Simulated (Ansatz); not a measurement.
# CO along the axis, between Na atomic chains under bias, part 2 of 3

Is the junction ohmic, and where does the voltage drop?

Ansatz 0.2.0; DFT PBE, plane waves, PAW; relaxation of a junction, electrodes held but for their tips (the session's first sound run).

So far. Step 2 (Relaxing the junction): The largest force component on a free atom ends at 0.036 eV/Å, under the limit of 0.07. The apex atoms end 6.21 Å apart, and their nearest bridge atoms lie at 2.59 Å (Na–C) and 2.46 Å (Na–O).

### 3. Current against voltage

This step: DFT PBE, plane waves, PAW; current against voltage, self-consistent under bias (Ansatz 0.2.0).

Vacuum beyond both ends lets the two leads hold different Fermi levels, and the density is solved anew at each bias. Each lead has 12 atoms, since a wire screens slowly.

Contents of input.yaml:

```yaml
crystal:
  lattice:
    - [6.0, 0.0, 0.0]
    - [0.0, 6.0, 0.0]
    - [0.0, 0.0, 93.4678]
  atoms:
    - { symbol: Na, position: [0.5, 0.5, 0.0] }
    - { symbol: Na, position: [0.5, 0.5, 0.03584122] }
    - { symbol: Na, position: [0.5, 0.5, 0.07168244] }
    - { symbol: Na, position: [0.5, 0.5, 0.107523661] }
    - { symbol: Na, position: [0.5, 0.5, 0.143364881] }
    - { symbol: Na, position: [0.5, 0.5, 0.179206101] }
    - { symbol: Na, position: [0.5, 0.5, 0.215047321] }
    - { symbol: Na, position: [0.5, 0.5, 0.250888541] }
    - { symbol: Na, position: [0.5, 0.5, 0.286729761] }
    - { symbol: Na, position: [0.5, 0.5, 0.322570982] }
    - { symbol: Na, position: [0.5, 0.5, 0.3582605209] }
    - { symbol: Na, position: [0.5, 0.5, 0.3919665724] }
    - { symbol: C, position: [0.5, 0.5, 0.419678148] }
    - { symbol: O, position: [0.5, 0.5, 0.4320346015] }
    - { symbol: Na, position: [0.5, 0.5, 0.4583727753] }
    - { symbol: Na, position: [0.5, 0.5, 0.4919156467] }
    - { symbol: Na, position: [0.5, 0.5, 0.527644815] }
    - { symbol: Na, position: [0.5, 0.5, 0.563486035] }
    - { symbol: Na, position: [0.5, 0.5, 0.599327255] }
    - { symbol: Na, position: [0.5, 0.5, 0.635168475] }
    - { symbol: Na, position: [0.5, 0.5, 0.671009695] }
    - { symbol: Na, position: [0.5, 0.5, 0.706850916] }
    - { symbol: Na, position: [0.5, 0.5, 0.742692136] }
    - { symbol: Na, position: [0.5, 0.5, 0.778533356] }
    - { symbol: Na, position: [0.5, 0.5, 0.814374576] }
    - { symbol: Na, position: [0.5, 0.5, 0.850215796] }
kpoints:
  mp_grid: { grid: [1, 1, 1] }
scf:
  occupations: { method: fermi_dirac, width: 0.1 }
hamiltonian:
  xc: pbe
output:
  current_voltage:
    leads: [[5, 6], [19, 20]]
    bias: [0.4, 1.0, -0.4, -1.0]
    electrode_ends: [11, 14]
    kmesh: [1, 1]
  write_potential: true
  write_density: true
  volumetric_format: npy
basis:
  ecutwfc: "340 eV"
```

Command:

```console
$ ansatz run input.yaml --threads 8 --pin off --max-ram 16384MiB --backend cpu --events-out ev --progress --plain --runs-dir out
```

Numbers of over 12 decimals in the logs are rounded to 6 here.

What it wrote:

```text
[...]
Crystal: 26 atoms, lattice volume = 3364.841 Å³
Basis set: ecut = 340 eV, 47669 PW (Γ)
Bands: 139, of which v1, the nominal top of the filled ones, is band 113 counted from 1 (112 counted from 0)
Symmetry: 8 space group operations
[...]
k-points: 1
[...]
SCF iter   1: F=—  HF=-36488.113894 eV  |F-HF|=—  |Δ(HF+E_count)|=         —  Δρ=4.94e-3  dr2=3.26e1  ethr=1.77e-3  ⟨swp⟩=18.0  Hψ=856  notcnv=0
[...]
SCF iter  18: F=-36486.565137 eV  HF=-36486.565137 eV  |F-HF|=3.06e-9  |Δ(HF+E_count)|=   1.72e-9  Δρ=3.16e-7  dr2=4.37e-9  ethr=4.42e-11  ⟨swp⟩=31.0  Hψ=780  notcnv=0
SCF 1 converged in 18 iterations: F = -36486.565137 eV  dr2 = 4.37e-9
[...]
bias +0 V, iteration  1: dr2 1.27e0 eV, mean Fermi level -2.0327 eV
bias +0 V, iteration  2: dr2 8.83e-1 eV, mean Fermi level -2.0320 eV
bias +0 V, iteration  3: dr2 1.09e1 eV, mean Fermi level -2.0901 eV
bias +0 V, iteration  4: dr2 4.95e-1 eV, mean Fermi level -2.0350 eV
bias +0 V, iteration  5: dr2 8.19e-1 eV, mean Fermi level -2.0576 eV
bias +0 V, iteration  6: dr2 4.27e-2 eV, mean Fermi level -2.0482 eV
bias +0 V, iteration  7: dr2 1.21e-1 eV, mean Fermi level -2.0504 eV
bias +0 V, iteration  8: dr2 6.89e-2 eV, mean Fermi level -2.0494 eV
bias +0 V, iteration  9: dr2 2.74e-3 eV, mean Fermi level -2.0466 eV
bias +0 V, iteration 10: dr2 2.15e-5 eV, mean Fermi level -2.0459 eV
bias +0 V, iteration 11: dr2 5.60e-5 eV, mean Fermi level -2.0458 eV
bias +0 V, iteration 12: dr2 7.91e-5 eV, mean Fermi level -2.0458 eV
bias +0 V, iteration 13: dr2 1.72e-5 eV, mean Fermi level -2.0458 eV
bias +0 V, iteration 14: dr2 2.06e-6 eV, mean Fermi level -2.0458 eV
bias +0 V, iteration 15: dr2 4.75e-7 eV, mean Fermi level -2.0459 eV
bias +0 V, iteration 16: dr2 6.20e-8 eV, mean Fermi level -2.0459 eV
bias +0.4 V, iteration  1: dr2 1.63e2 eV, mean Fermi level -2.1627 eV
bias +0.4 V, iteration  2: dr2 3.63e0 eV, mean Fermi level -2.0288 eV
bias +0.4 V, iteration  3: dr2 1.28e0 eV, mean Fermi level -2.0321 eV
bias +0.4 V, iteration  4: dr2 9.20e-2 eV, mean Fermi level -2.0442 eV
bias +0.4 V, iteration  5: dr2 1.46e-1 eV, mean Fermi level -2.0529 eV
bias +0.4 V, iteration  6: dr2 1.57e-2 eV, mean Fermi level -2.0468 eV
bias +0.4 V, iteration  7: dr2 1.31e-2 eV, mean Fermi level -2.0503 eV
bias +0.4 V, iteration  8: dr2 9.39e-4 eV, mean Fermi level -2.0492 eV
bias +0.4 V, iteration  9: dr2 8.72e-4 eV, mean Fermi level -2.0491 eV
bias +0.4 V, iteration 10: dr2 2.63e-6 eV, mean Fermi level -2.0487 eV
bias +0.4 V, iteration 11: dr2 7.12e-5 eV, mean Fermi level -2.0488 eV
bias +0.4 V, iteration 12: dr2 1.52e-6 eV, mean Fermi level -2.0487 eV
bias +0.4 V, iteration 13: dr2 1.59e-7 eV, mean Fermi level -2.0487 eV
bias +0.4 V, iteration 14: dr2 1.74e-8 eV, mean Fermi level -2.0487 eV
bias +1 V, iteration  1: dr2 3.30e1 eV, mean Fermi level -2.1088 eV
bias +1 V, iteration  2: dr2 5.50e0 eV, mean Fermi level -2.0460 eV
bias +1 V, iteration  3: dr2 3.24e0 eV, mean Fermi level -2.0388 eV
bias +1 V, iteration  4: dr2 2.72e0 eV, mean Fermi level -2.0768 eV
bias +1 V, iteration  5: dr2 7.57e-1 eV, mean Fermi level -2.0438 eV
bias +1 V, iteration  6: dr2 2.39e1 eV, mean Fermi level -2.1241 eV
bias +1 V, iteration  7: dr2 1.63e1 eV, mean Fermi level -2.1055 eV
bias +1 V, iteration  8: dr2 1.87e0 eV, mean Fermi level -2.0366 eV
bias +1 V, iteration  9: dr2 3.90e-1 eV, mean Fermi level -2.0459 eV
bias +1 V, iteration 10: dr2 1.65e-1 eV, mean Fermi level -2.0490 eV
bias +1 V, iteration 11: dr2 1.05e-1 eV, mean Fermi level -2.0590 eV
bias +1 V, iteration 12: dr2 1.13e-2 eV, mean Fermi level -2.0559 eV
bias +1 V, iteration 13: dr2 6.75e-3 eV, mean Fermi level -2.0558 eV
bias +1 V, iteration 14: dr2 1.93e-3 eV, mean Fermi level -2.0553 eV
bias +1 V, iteration 15: dr2 1.94e-3 eV, mean Fermi level -2.0542 eV
bias +1 V, iteration 16: dr2 3.29e-4 eV, mean Fermi level -2.0545 eV
bias +1 V, iteration 17: dr2 7.20e-6 eV, mean Fermi level -2.0547 eV
bias +1 V, iteration 18: dr2 7.70e-7 eV, mean Fermi level -2.0547 eV
bias +1 V, iteration 19: dr2 1.99e-7 eV, mean Fermi level -2.0547 eV
bias +1 V, iteration 20: dr2 2.64e-7 eV, mean Fermi level -2.0547 eV
bias +1 V, iteration 21: dr2 9.39e-9 eV, mean Fermi level -2.0547 eV
bias -0.4 V, iteration  1: dr2 2.95e-1 eV, mean Fermi level -2.0509 eV
bias -0.4 V, iteration  2: dr2 9.49e-2 eV, mean Fermi level -2.0485 eV
bias -0.4 V, iteration  3: dr2 1.16e-2 eV, mean Fermi level -2.0464 eV
bias -0.4 V, iteration  4: dr2 2.96e-3 eV, mean Fermi level -2.0460 eV
bias -0.4 V, iteration  5: dr2 1.90e-4 eV, mean Fermi level -2.0453 eV
bias -0.4 V, iteration  6: dr2 7.78e-5 eV, mean Fermi level -2.0452 eV
bias -0.4 V, iteration  7: dr2 7.62e-5 eV, mean Fermi level -2.0452 eV
bias -0.4 V, iteration  8: dr2 1.67e-6 eV, mean Fermi level -2.0451 eV
bias -0.4 V, iteration  9: dr2 8.50e-6 eV, mean Fermi level -2.0451 eV
bias -0.4 V, iteration 10: dr2 7.74e-7 eV, mean Fermi level -2.0450 eV
bias -0.4 V, iteration 11: dr2 1.93e-6 eV, mean Fermi level -2.0451 eV
bias -0.4 V, iteration 12: dr2 5.79e-8 eV, mean Fermi level -2.0451 eV
bias -1 V, iteration  1: dr2 1.48e1 eV, mean Fermi level -2.0437 eV
bias -1 V, iteration  2: dr2 7.66e-2 eV, mean Fermi level -2.0526 eV
bias -1 V, iteration  3: dr2 3.24e-1 eV, mean Fermi level -2.0444 eV
bias -1 V, iteration  4: dr2 5.69e-2 eV, mean Fermi level -2.0457 eV
bias -1 V, iteration  5: dr2 3.85e-2 eV, mean Fermi level -2.0452 eV
bias -1 V, iteration  6: dr2 1.42e-2 eV, mean Fermi level -2.0449 eV
bias -1 V, iteration  7: dr2 1.14e-2 eV, mean Fermi level -2.0450 eV
bias -1 V, iteration  8: dr2 5.29e-3 eV, mean Fermi level -2.0456 eV
bias -1 V, iteration  9: dr2 1.03e-3 eV, mean Fermi level -2.0461 eV
bias -1 V, iteration 10: dr2 2.55e-3 eV, mean Fermi level -2.0457 eV
bias -1 V, iteration 11: dr2 1.58e-3 eV, mean Fermi level -2.0465 eV
bias -1 V, iteration 12: dr2 4.85e-3 eV, mean Fermi level -2.0454 eV
bias -1 V, iteration 13: dr2 1.89e-3 eV, mean Fermi level -2.0455 eV
bias -1 V, iteration 14: dr2 5.36e-3 eV, mean Fermi level -2.0453 eV
bias -1 V, iteration 15: dr2 2.85e-5 eV, mean Fermi level -2.0459 eV
bias -1 V, iteration 16: dr2 2.27e-3 eV, mean Fermi level -2.0454 eV
bias -1 V, iteration 17: dr2 5.32e-5 eV, mean Fermi level -2.0458 eV
bias -1 V, iteration 18: dr2 1.08e-4 eV, mean Fermi level -2.0457 eV
bias -1 V, iteration 19: dr2 5.53e-5 eV, mean Fermi level -2.0459 eV
bias -1 V, iteration 20: dr2 9.72e-5 eV, mean Fermi level -2.0457 eV
bias -1 V, iteration 21: dr2 5.52e-7 eV, mean Fermi level -2.0458 eV
bias -1 V, iteration 22: dr2 1.45e-5 eV, mean Fermi level -2.0457 eV
bias -1 V, iteration 23: dr2 5.84e-7 eV, mean Fermi level -2.0457 eV
bias -1 V, iteration 24: dr2 2.36e-6 eV, mean Fermi level -2.0457 eV
bias -1 V, iteration 25: dr2 2.03e-6 eV, mean Fermi level -2.0457 eV
bias -1 V, iteration 26: dr2 7.25e-7 eV, mean Fermi level -2.0457 eV
bias -1 V, iteration 27: dr2 8.73e-7 eV, mean Fermi level -2.0457 eV
bias -1 V, iteration 28: dr2 8.62e-7 eV, mean Fermi level -2.0457 eV
bias -1 V, iteration 29: dr2 6.19e-6 eV, mean Fermi level -2.0457 eV
bias -1 V, iteration 30: dr2 5.99e-6 eV, mean Fermi level -2.0457 eV
bias -1 V, iteration 31: dr2 5.76e-6 eV, mean Fermi level -2.0457 eV
bias -1 V, iteration 32: dr2 5.55e-6 eV, mean Fermi level -2.0457 eV
bias -1 V, iteration 33: dr2 5.79e-6 eV, mean Fermi level -2.0457 eV
bias -1 V, iteration 34: dr2 3.16e-6 eV, mean Fermi level -2.0457 eV
bias -1 V, iteration 35: dr2 2.14e-6 eV, mean Fermi level -2.0457 eV
bias -1 V, iteration 36: dr2 1.90e-6 eV, mean Fermi level -2.0457 eV
bias -1 V, iteration 37: dr2 2.67e-7 eV, mean Fermi level -2.0457 eV
bias -1 V, iteration 38: dr2 2.09e-7 eV, mean Fermi level -2.0457 eV
bias -1 V, iteration 39: dr2 6.93e-7 eV, mean Fermi level -2.0457 eV
bias -1 V, iteration 40: dr2 5.83e-7 eV, mean Fermi level -2.0457 eV
bias -1 V, iteration 41: dr2 5.70e-7 eV, mean Fermi level -2.0457 eV
bias -1 V, iteration 42: dr2 5.75e-7 eV, mean Fermi level -2.0457 eV
bias -1 V, iteration 43: dr2 8.22e-7 eV, mean Fermi level -2.0457 eV
bias -1 V, iteration 44: dr2 2.31e-6 eV, mean Fermi level -2.0457 eV
bias -1 V, iteration 45: dr2 2.03e-6 eV, mean Fermi level -2.0457 eV
bias -1 V, iteration 46: dr2 4.60e-7 eV, mean Fermi level -2.0457 eV
bias -1 V, iteration 47: dr2 4.32e-7 eV, mean Fermi level -2.0457 eV
bias -1 V, iteration 48: dr2 6.51e-10 eV, mean Fermi level -2.0457 eV
transmission: 8 of 55 steps passed
transmission: 19 of 55 steps passed
[...]
transmission: 56 of 56 steps passed
WARN: The output density's exchange-correlation potential varies sharply where the density is thin. Do not read a vacuum level from v_tot or v_xc, or from such a field of the output density. On a cell that repeats whose density bears no net charge and no dipole along the vacuum's axis use v_es (v_loc + v_h of the components); under efield.dipole_correction with no amplitude use v_es + v_field, which holds any externa [...]
SCF converged after 18 iterations
Free energy (F): -36486.565137 eV
[...]
Internal energy: -36485.952712 eV  (E = F + TS)
E sigma→0 (E₀):  -36486.258924 eV
Entropy (-TS):   -0.612425 eV (-23.555 meV/atom)
Fermi energy:    -2.047186 eV
[...]
--- Band table (eV) ---
  k-point 0: bands = [... 109 lower, -2.3932, -2.3854, -2.1700, -2.1603, -1.9119, -1.8987, -1.7865, -1.7865, ... 22 higher]
--- Current–voltage curve ---
  leads      : [5, 6] from 0.00 to 30.15 and [19, 20] from 49.32 to 79.47 Å, reservoirs outside 19.19 and 60.28
  electrodes : end at 36.64 and 42.84 Å
  density    : 300 bands, filled at a thermal energy of 2.585e-2 eV; current at 300 K
  bias (V)   current (A)   every other point   every other energy   edges, levels   drop (V)   electrons moved   misfit (meV)   iterations
        +0             -                   -                    -               -     +0.000            0.00e0           45.8   16
      +0.4     4.0417e-9                   -            4.0419e-9        0.0000e0     +0.396           2.37e-2           44.7   14
        +1     2.3304e-8                   -            2.3311e-8        0.0000e0     +0.989           6.10e-2           49.4   21
      -0.4    -1.1186e-8                   -           -1.1186e-8        0.0000e0     -0.396          -2.03e-2           47.5   12
        -1    -1.9667e-7                   -           -1.9665e-7        0.0000e0     -0.987          -4.77e-2           50.9   48
  No current: a lead has no channel at any energy, or the energies end too early (raise output.current_voltage.fermi_cutoff).
  At 0.4, 1, -0.4, -1 V, more electrons lie in bound states, which couple to no lead and are filled by their side, than have moved since 0 V: before a thin film that holds them the field can be low. See output.current_voltage.electrode_ends.
```

Run time: 42 min. Hardware: 8 threads of AMD EPYC 7R13 (Zen 3), shared host; peak memory 4 GiB; 77 min of CPU time.

This step gave:

```yaml
current_at_the_highest_bias: 0.02330 μA
largest_misfit_of_the_leads: 50.87 meV
```

Cell area 36.000 Å^2. The current through one cell by bias:

```
bias (V)  current through one cell (nA)
  -1.000                           -197
  -0.400                          -11.2
   0.000                              -
   0.400                           4.04
   1.000                           23.3
```

Bias 0 V. Table of transmission and channels at 0 V by energy, zero at the mean Fermi level:

```
energy (eV)  transmission  channels, lower lead  channels, upper lead
     -0.259        2.8e-4                     1                     1
     -0.233        2.3e-4                     1                     1
     -0.207        1.8e-4                     1                     1
     -0.181        1.4e-4                     1                     1
     -0.155        9.4e-5                     1                     1
     -0.129        5.7e-5                     1                     1
     -0.103        2.7e-5                     1                     1
     -0.078        7.7e-6                     1                     1
     -0.052        5.6e-8                     1                     1
     -0.026        5.6e-6                     1                     1
      0.000        2.5e-5                     1                     1
      0.026        5.7e-5                     1                     1
      0.052        1.0e-4                     1                     1
      0.078        1.6e-4                     1                     1
      0.103        2.3e-4                     1                     1
      0.129        3.1e-4                     1                     1
      0.155        3.9e-4                     1                     1
      0.181        4.9e-4                     1                     1
      0.207        6.0e-4                     1                     1
      0.233        7.1e-4                     1                     1
      0.259        8.4e-4                     1                     1
```

Bias 1 V. Transmission and channels at 1 V against energy, zero at the mean Fermi level:

```
energy (eV)  transmission  channels, lower lead  channels, upper lead
     -0.776             0                     0                     1
     -0.698             0                     0                     1
     -0.620             0                     0                     1
     -0.543             0                     0                     1
     -0.491             0                     0                     1
     -0.414             0                     0                     1
     -0.336        8.6e-4                     1                     1
     -0.310        9.1e-4                     1                     1
     -0.259        8.3e-4                     1                     1
     -0.181        7.0e-4                     1                     1
     -0.103        5.2e-4                     1                     1
     -0.026        3.3e-4                     1                     1
      0.000        2.8e-4                     1                     1
      0.026        2.3e-4                     1                     1
      0.103        1.1e-4                     1                     1
      0.181        3.0e-5                     1                     1
      0.259        1.8e-7                     1                     1
      0.336        5.5e-5                     1                     1
      0.414        2.4e-4                     1                     1
      0.491        5.8e-4                     1                     1
      0.543        9.0e-4                     1                     1
      0.620       0.00151                     1                     1
      0.698       0.00228                     1                     1
      0.776       0.00328                     1                     1
```

Bias -0.4 V. Table of transmission and channels at -0.4 V by energy, zero at the mean Fermi level:

```
energy (eV)  transmission  channels, lower lead  channels, upper lead
     -0.465        5.6e-4                     1                     1
     -0.439        5.0e-4                     1                     1
     -0.414        4.4e-4                     1                     1
     -0.388        3.7e-4                     1                     1
     -0.362        3.1e-4                     1                     1
     -0.336        2.5e-4                     1                     1
     -0.310        1.9e-4                     1                     1
     -0.284        1.4e-4                     1                     1
     -0.259        9.6e-5                     1                     1
     -0.233        6.0e-5                     1                     1
     -0.207        3.1e-5                     1                     1
     -0.181        1.2e-5                     1                     1
     -0.155        1.3e-6                     1                     1
     -0.129        1.3e-6                     1                     1
     -0.103        1.2e-5                     1                     1
     -0.078        3.5e-5                     1                     1
     -0.052        7.0e-5                     1                     1
     -0.026        1.2e-4                     1                     1
      0.000        1.8e-4                     1                     1
      0.026        2.6e-4                     1                     1
      0.052        3.6e-4                     1                     1
      0.078        4.8e-4                     1                     1
      0.103        6.1e-4                     1                     1
      0.129        7.6e-4                     1                     1
      0.155        9.2e-4                     1                     1
      0.181       0.00110                     1                     1
      0.207       0.00129                     1                     1
      0.233       0.00150                     1                     1
      0.259       0.00173                     1                     1
      0.284       0.00197                     1                     1
      0.310       0.00223                     1                     1
      0.336       0.00251                     1                     1
      0.362       0.00281                     1                     1
      0.388       0.00314                     1                     1
      0.414       0.00350                     1                     1
      0.439       0.00389                     1                     1
      0.465       0.00432                     1                     1
```

(Continued in part 3 of 3.)

[Logs are printed without paths, hosts, clocks, repeated set-up lines and the standing remarks that a program may print on its own settings, such as how far it seeks lower states.]

[Hosts, paths, dates, database ids (printed as entryN), source tags and the programs' standing remarks are cut or masked in the printed files.]
